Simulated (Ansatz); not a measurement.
## What TaAgS3 (model cell, started as cubic perovskite with Ta in the octahedra) distorts into

Aim: this structure of TaAgS3 (model cell, started as cubic perovskite with Ta in the octahedra) is to be tested for unstable modes, and one is followed downhill.

Main program and level: Ansatz 0.2.0; DFT PBE, scalar-relativistic, plane waves, PAW; PAW set soft_1.

This is a report of a sequence of runs, with most program output left out.

The structure was built from a prototype and need not be the compound's stable phase.

### Step 1. Set-up

Symmetry: Pm-3m, No. 221, cubic system. The conventional cell has a = 4.811 Å, b = 4.811 Å, c = 4.811 Å, α = 90.00°, β = 90.00°, γ = 90.00°. Nearest to Ag lie 12 S at 3.40 Å. Nearest to Ta lie 6 S at 2.41 Å. Nearest to S lie 2 Ta at 2.41 Å. Farther neighbours and most contacts between anions are not listed.

### Step 2. The dispersion

The cell comes from relaxations at this level that are not shown. Stability and thermal properties need the whole zone. Linear response on a 2×2×2 q mesh gives force constants as far as a supercell of that size would.

The input, input.yaml:

```yaml
crystal:
  lattice:
    - [4.8114923399, 0.0, 0.0]
    - [0.0, 4.8114923399, 0.0]
    - [0.0, 0.0, 4.8114923399]
  atoms:
    - { symbol: Ag, position: [0.0, 0.0, 0.0] }
    - { symbol: Ta, position: [0.5, 0.5, 0.5] }
    - { symbol: S, position: [0.5, 0.5, 0.0] }
    - { symbol: S, position: [0.5, 0.0, 0.5] }
    - { symbol: S, position: [0.0, 0.5, 0.5] }
kpoints:
  mp_grid: { grid: [8, 8, 8] }
hamiltonian:
  xc: pbe
  pseudopotentials: { kind: paw, azcp: { folder: soft_1 } }
scf:
  occupations: { method: methfessel_paxton, width: 0.2 }
output:
  eigenvalues: true
phonons:
  method: dfpt
  qmesh: [2, 2, 2]
  temperatures: { t_max: 1000, t_step: 50 }
  qpath:
    path:
      - [[0.0, 0.0, 0.0], [0.0, 0.5, 0.0], [0.5, 0.5, 0.0], [0.0, 0.0, 0.0], [0.5, 0.5, 0.5], [0.0, 0.5, 0.0]]
      - [[0.5, 0.5, 0.5], [0.5, 0.5, 0.0]]
    npoints: 10
```

Launch:

```sh
$ ansatz run input.yaml --threads 4 --pin off --max-ram 16384MiB --backend cpu --events-out ev --progress --plain --runs-dir out
```

The job ended after 4.5 min (4 threads of Arm Neoverse V1, shared host; peak memory 1.3 GiB; 17 min of CPU time).

Numbers from this step:

- volume per atom: 22.28 Å³
- gap on the k-mesh: 0 eV
- sum-rule residual before enforcement: 3.38e-5 eV/Å²
- lowest frequency on the path: -181.0 cm⁻¹
- point group: m-3m
- highest frequency on the path or at a solved wavevector: 501.8 cm⁻¹
- highest optical mode at the zone centre (no LO-TO term): 338.7 cm⁻¹
- lowest optical zone-centre mode: -127.2 cm⁻¹
- lowest mode on the q mesh (acoustic modes at Γ apart): -181.0 cm⁻¹

Frequencies (cm⁻¹) solved at each irreducible wavevector; negative means imaginary. Frequencies by wavevector, by row:

```tsv
q in reciprocal lattice units	star	mode 1	mode 2	mode 3	mode 4	mode 13	mode 14	mode 15
0 0 0	1	-127.2	-127.2	-127.2	-86.1	338.7	338.7	338.7
0 0 -0.5	3	-97.4	-59.9	-59.9	-55.6	334.3	334.3	440.9
0 -0.5 -0.5	3	-181	-55.7	-55.7	-48.8	192.2	330.9	476.6
-0.5 -0.5 -0.5	1	-173.6	-173.6	-173.6	-138.3	192.4	192.4	501.8
```

Interpolated from a 2×2×2 q mesh. The phonon branches at the labelled points (cm⁻¹):

```tsv
point	branch 1	branch 2	branch 3	branch 4	branch 12	branch 13	branch 14	branch 15
Γ	-127	-127	-127	-86	0	339	339	339
halfway	-113	-94	-94	-64	124	337	337	389
X	-97	-60	-60	-56	183	334	334	441
halfway	-147	-56	-52	-51	192	270	333	461
M	-181	-56	-56	-49	183	192	331	477
halfway	-135	-60	-58	-55	158	302	335	428
Γ	-127	-127	-127	-86	0	339	339	339
halfway	-135	-111	-111	-52	172	279	279	461
R	-174	-174	-174	-138	192	192	192	502
halfway	-148	-121	-112	-53	196	226	251	484
X	-97	-60	-60	-56	183	334	334	441
jump to R	-174	-174	-174	-138	192	192	192	502
halfway	-177	-127	-127	-53	185	192	204	496
M	-181	-56	-56	-49	183	192	331	477
```

Symmetry leaves 4 wavevectors to solve. The lowest mode among them, the acoustic zeros apart, lies at q = (0, -0.5, -0.5) and is imaginary, 181.0i cm⁻¹, so the energy falls along it.

### Step 3. The mode frozen in, largest atomic shift 0 Å

The mode followed lies at q = (-0.5, -0.5, -0.5) with frequency 173.6i cm⁻¹ and is 3-fold degenerate, one of the unstable modes though not the softest. At small amplitude the distorted cell has space group no. 140 by a symmetry search on the positions. The undistorted cell that holds it gives the zero of energy on the same k mesh.

System of this step: TaAgS3 (model cell, started as cubic perovskite with Ta in the octahedra). The structure is cubic, space group Pm-3m (No. 221). Conventional cell: a = 4.811 Å, b = 4.811 Å, c = 4.811 Å, α = 90.00°, β = 90.00°, γ = 90.00°. Nearest to Ag lie 12 S at 3.40 Å. Nearest to Ta lie 6 S at 2.41 Å. Nearest to S lie 2 Ta at 2.41 Å. Farther neighbours and most contacts between anions are not listed.

input.yaml, the sections that differ from step 2:

```yaml
crystal:
  lattice:
    - [4.8114923399, 4.8114923399, 0.0]
    - [4.8114923399, 0.0, 4.8114923399]
    - [4.8114923399, 0.0, -4.8114923399]
  atoms:
    - { symbol: Ag, position: [0.0, 0.5, 0.5] }
    - { symbol: Ag, position: [0.0, 0.0, 0.0] }
    - { symbol: Ta, position: [0.5, 0.25, 0.75] }
    - { symbol: Ta, position: [0.5, 0.75, 0.25] }
    - { symbol: S, position: [0.5, 0.0, 1.0] }
    - { symbol: S, position: [0.5, 0.5, 0.5] }
    - { symbol: S, position: [0.0, 0.0, 0.5] }
    - { symbol: S, position: [0.0, 0.5, 1.0] }
    - { symbol: S, position: [0.5, 0.5, 1.0] }
    - { symbol: S, position: [0.5, 0.0, 0.5] }
output:
  forces: true
  stress: true
  eigenvalues: true
# kpoints, hamiltonian, scf: as in step 2
# phonons: removed
```

Wall time 6.7 s (4 threads); peak memory 0.78 GiB.

This step gave:

| Property | Result |
| --- | --- |
| pressure | -0.09026 GPa |
| energy from the undistorted cell | 0 meV/atom |

The run ends at a pressure of -0.09 GPa.

### Step 4. The mode frozen in, largest atomic shift 0.6 Å

The atoms are moved along the unstable eigenvector, the largest shift by 0.6 Å, with the cell fixed.

input.yaml, the sections that differ from step 3:

```yaml
crystal:
  lattice:
    - [4.8114923399, 4.8114923399, 0.0]
    - [4.8114923399, 0.0, 4.8114923399]
    - [4.8114923399, 0.0, -4.8114923399]
  atoms:
    - { symbol: Ag, position: [0.0, 0.5, 0.5] }
    - { symbol: Ag, position: [0.0, 0.0, 0.0] }
    - { symbol: Ta, position: [0.5, 0.25, 0.75] }
    - { symbol: Ta, position: [0.5, 0.75, 0.25] }
    - { symbol: S, position: [0.5, -0.0623507176, 0.9376492824] }
    - { symbol: S, position: [0.5, 0.5623507176, 0.5623507176] }
    - { symbol: S, position: [0.0, 0.0, 0.5] }
    - { symbol: S, position: [0.0, 0.5, 1.0] }
    - { symbol: S, position: [0.5, 0.4376492824, 1.0623507176] }
    - { symbol: S, position: [0.5, 0.0623507176, 0.4376492824] }
# kpoints, hamiltonian, scf, output: as in step 3
```

The job ended after 13 s (4 threads; peak memory 0.96 GiB; 50 s of CPU time).

This step gave:

```yaml
pressure: -4.238 GPa
energy_from_the_undistorted_cell: -131.5 meV/atom
```

The energy, extrapolated to zero smearing, is -131.53 meV/atom against the undistorted cell.

The run ends at a pressure of -4.24 GPa, with forces up to 0.50 eV/Å.

### Step 5. Energy along the mode, all amplitudes (two of the runs are shown above)

An imaginary frequency means negative curvature, so the energy should fall and then rise again as anharmonic terms take over.

This step gave:

| Item | Value |
| --- | --- |
| depth at the lowest point sampled | 131.5 meV/atom |
| largest atomic shift at that point | 0.6 Å |

Energy from the parent against largest atomic shift:

```tsv
largest atomic shift (Å)	energy from the parent (meV/atom)
0.000	0
0.040	-1.05
0.080	-4.18
0.140	-12.6
0.220	-29.6
0.320	-56.4
0.450	-94.0
0.600	-132
```

Displacement at unit largest shift by atom:

```tsv
atom	x (Å)	y (Å)	z (Å)	size
Ag1	0.00	0.00	0.00	0.00
Ag2	0.00	0.00	0.00	0.00
Ta3	0.00	0.00	0.00	0.00
Ta4	0.00	0.00	0.00	0.00
S5	-1.00	0.00	0.00	1.00
S6	1.00	0.00	0.00	1.00
S7	0.00	0.00	0.00	0.00
S8	0.00	0.00	0.00	0.00
S9	0.00	0.00	-1.00	1.00
S10	0.00	0.00	1.00	1.00
```

The lowest of the steps tried is the last one, at 0.6 Å, 132 meV/atom below the parent; the bottom of the well need not coincide with a step.

### Step 6. Relaxing from the distorted cell

Starting from the lowest point found, all atoms and the cell are let go, so that strain and other modes of the same symmetry can join in.

input.yaml: that of step 4 with these lines changed.

```diff
@@ -27 +27,6 @@
   eigenvalues: true
+relax:
+  adjacent_minimum: "off"
+  f_tol: 0.002
+  max_steps: 120
+  cell: { stress_tol: 0.03 }
```

Wall time 87 s (4 threads); peak memory 1 GiB; 5.6 min of CPU time.

Relaxation path:

```tsv
step	energy less that of the first step (eV)	largest force component (eV/Å)	pressure (GPa)	volume (Å³)
1	0.0000	0.5045	-4.24	222.78
2	-0.5203	0.1955	0.28	205.65
3	-0.5310	0.0937	0.07	204.55
4	-0.5350	0.0073	-0.02	205.31
5	-0.5351	0.0027	0.00	205.28
6	-0.5351	0.0005	-0.01	205.32
7*	-0.5317	0.0003	-0.01	205.32
```

Relaxation steps marked * repeat the geometry before them on a plane-wave basis chosen anew for their cell, so energy and pressure can jump there.

Forces are held to the 16 operations that the run works with; a distortion that breaks them can't arise in this run.

```tsv
conventional cell, symmetrised	before	after	change
a (Å)	6.804	6.576	-3.4 %
b (Å)	6.804	6.576	-3.4 %
c (Å)	9.623	9.496	-1.3 %
volume (Å³/atom)	22.28	20.53	-7.8 %
```

The atoms that moved most (Å, as changes of fractional coordinates times the final cell):

```tsv
atom	dx	dy	dz	length
S5	-0.226	0.000	0.000	0.226
S9	0.000	0.000	-0.226	0.226
S10	0.000	0.000	0.226	0.226
S6	0.226	0.000	0.000	0.226
```

This step gave:

| Item | Value |
| --- | --- |
| pressure | -0.006888 GPa |
| volume per atom | 20.53 Å³ |

The distorted start has space group I4/mcm; the relaxation ends in I4/mcm.

### Step 7. The new phase in its own primitive cell

The relaxed structure is symmetrised, reduced to its primitive cell and relaxed tightly, as its phonons need.

input.yaml, the sections that differ from step 6:

```yaml
crystal:
  lattice:
    - [-3.2879790049, 3.2879790049, 4.7480655501]
    - [3.2879790049, -3.2879790049, 4.7480655501]
    - [3.2879790049, 3.2879790049, -4.7480655501]
  atoms:
    - { symbol: Ag, position: [0.25, 0.75, 0.5] }
    - { symbol: Ag, position: [0.75, 0.25, 0.5] }
    - { symbol: Ta, position: [0.0, 0.0, 0.0] }
    - { symbol: Ta, position: [0.5, 0.5, 0.0] }
    - { symbol: S, position: [0.8366502588, 0.3366502588, 0.1733005176] }
    - { symbol: S, position: [0.1633497412, 0.6633497412, 0.8266994824] }
    - { symbol: S, position: [0.25, 0.25, 0.0] }
    - { symbol: S, position: [0.75, 0.75, 0.0] }
    - { symbol: S, position: [0.6633497412, 0.8366502588, 0.5] }
    - { symbol: S, position: [0.3366502588, 0.1633497412, 0.5] }
relax:
  adjacent_minimum: "off"
  f_tol: 0.001
  max_steps: 60
  cell: { stress_tol: 0.01 }
# kpoints, hamiltonian, scf, output: as in step 6
```

The job ended after 26 s (4 threads; peak memory 0.94 GiB; 1.7 min of CPU time).

Little changed from the start: no atom moved by 0.005 Å and no cell edge by 0.1 %.

This step gave:

| Item | Value |
| --- | --- |
| pressure | -0.006884 GPa |

The largest force component left is 0.22 meV/Å and the pressure is -0.007 GPa, within the tolerances set. The cell now holds 20.53 Å³/atom.

### Step 8. Modes of the new phase

A relaxed structure may still be a saddle point, so its zone-centre modes are computed. No field response is asked, since the mesh shows no gap.

input.yaml: that of step 7 with these lines changed.

```diff
@@ -24,9 +24,4 @@
 output:
-  forces: true
-  stress: true
   eigenvalues: true
-relax:
-  adjacent_minimum: "off"
-  f_tol: 0.001
-  max_steps: 60
-  cell: { stress_tol: 0.01 }
+phonons:
+  method: dfpt
```

Run time: 18 min. Hardware: 4 threads; peak memory 8.2 GiB.

Numbers from this step:

| Quantity | Value |
| --- | --- |
| sum-rule residual before enforcement | 5.26e-5 eV/Å² |
| point group | 4/mmm |
| highest optical mode at the zone centre (no LO-TO term) | 466.5 cm⁻¹ |
| lowest optical zone-centre mode | -115.3 cm⁻¹ |

Patterns of degenerate modes are one choice out of their space. Modes at Γ, with each element's share of the kinetic energy (negative means imaginary):

```tsv
mode	frequency (cm⁻¹)	symmetry	Ag %	Ta %	S %
1	-115.3	Eg	0	0	100
2	-115.3	Eg	0	0	100
3	-75.9	Eu	3	25	73
4	-75.9	Eu	3	25	73
5	-59.2	A2u	0	36	64
6	-19.6	Eu	67	25	9
7	-19.6	Eu	67	25	9
8	0.0	acoustic	28	47	25
9	0.0	acoustic	28	47	25
10	0.0	acoustic	28	47	25
11	17.3	Eg	100	0	0
12	17.3	Eg	100	0	0
13	45.5	B2g	99	0	1
14	49.9	A2u	71	14	14
15	108.8	Eu	0	16	83
16	108.8	Eu	0	16	83
17	134.2	B1u	0	0	100
18	141.9	Eu	3	87	11
19	141.9	Eu	3	87	11
20	174.4	A2g	0	0	100
21	179.5	A1u	0	100	0
22	200.2	Eg	0	0	100
23	200.2	Eg	0	0	100
24	218.8	A1g	0	0	100
25	246.8	B2g	1	0	99
26	263.3	Eu	0	1	99
27	263.3	Eu	0	1	99
28	311.5	B1g	0	0	100
29	345.5	A2u	0	3	97
30	466.5	A2g	0	0	100
```

Displacements in mode 1 (-115.3 cm⁻¹), the largest set to 1:
```
Ag1  0.00  0.00  0.00
Ag2  0.00  0.00  0.00
Ta3  0.00  0.00  0.00
Ta4  0.00  0.00  0.00
S5   0.00  0.00 -0.75
S6   0.00  0.00  0.75
S7   0.02 -1.00  0.00
S8  -0.02  1.00  0.00
S9   0.00  0.00 -0.72
S10  0.00  0.00  0.72
```

Displacements in mode 14 (49.9 cm⁻¹), the largest set to 1:
```
Ag1  0.00  0.00  1.00
Ag2  0.00  0.00  1.00
Ta3  0.00  0.00 -0.34
Ta4  0.00  0.00 -0.34
S5   0.00  0.00 -0.44
S6   0.00  0.00 -0.44
S7   0.00  0.00 -0.54
S8   0.00  0.00 -0.54
S9   0.00  0.00 -0.44
S10  0.00  0.00 -0.44
```

Before it was imposed, the acoustic sum rule was missed by 5.3e-5 eV/Å². Small misses are needed for a sound result but don't prove that mesh and cutoff are converged. The lowest optical mode is imaginary, 115.3i cm⁻¹, so the energy falls along it.

### Step 9. What came out

| Item | Value |
| --- | --- |
| unstable mode of the parent | q = (-0.5, -0.5, -0.5), 174i cm⁻¹ |
| depth at the lowest point sampled | 132 meV/atom |
| largest atomic shift at that point | 0.6 Å |
| space group reached (within 0.01 Å) | I4/mcm |
| energy gained over the parent (first relaxation, on the mesh of the frozen mode) | 185 meV/atom |
| volume per atom, phase reached | 20.5 Å³ |
| lowest optical zone-centre mode, phase reached | -115 cm⁻¹ |
| highest optical mode at the zone centre (no LO-TO term), phase reached | 466 cm⁻¹ |

In words: Along this mode the structure falls into I4/mcm, 185 meV/atom below the parent. At the parent's cell the well is 131.5 meV/atom deep on the steps tried, with its lowest point at a shift of 0.6 Å. That is the last step tried, so the steps alone don't bracket the bottom of the well. Relaxing atoms and cell changes the gain by +53.25 meV/atom against the lowest step (energies at zero smearing). The new phase still has an imaginary mode at the zone centre of its cell, so it is a saddle point on the way to a lower structure. Of the 4 patterns followed to their end from this parent, this one ends 97.6 meV/atom above the lowest, Imma. Each path keeps the symmetry of its pattern, so a lower phase may lie along a pattern not tried. With no gap, or one that is small against the smearing, the frequencies hang on the k mesh and the smearing, most of all near Kohn anomalies. A semilocal functional can close a gap that the real compound would have, so the metallic treatment may be an artefact of the level. Spin-orbit coupling is left out, which can matter for the heavy elements here. A phonon run warned that its eigensolver left some bands unconverged in a pass. The starting cell was built on a prototype and not taken from a measurement, so the phase need not exist.

[Logs are printed without paths, hosts, clocks, repeated set-up lines and the standing remarks that a program may print on its own settings, such as how far it seeks lower states.]

[Hosts, paths, dates, database ids (printed as entryN), source tags and the programs' standing remarks are cut or masked in the printed files.]
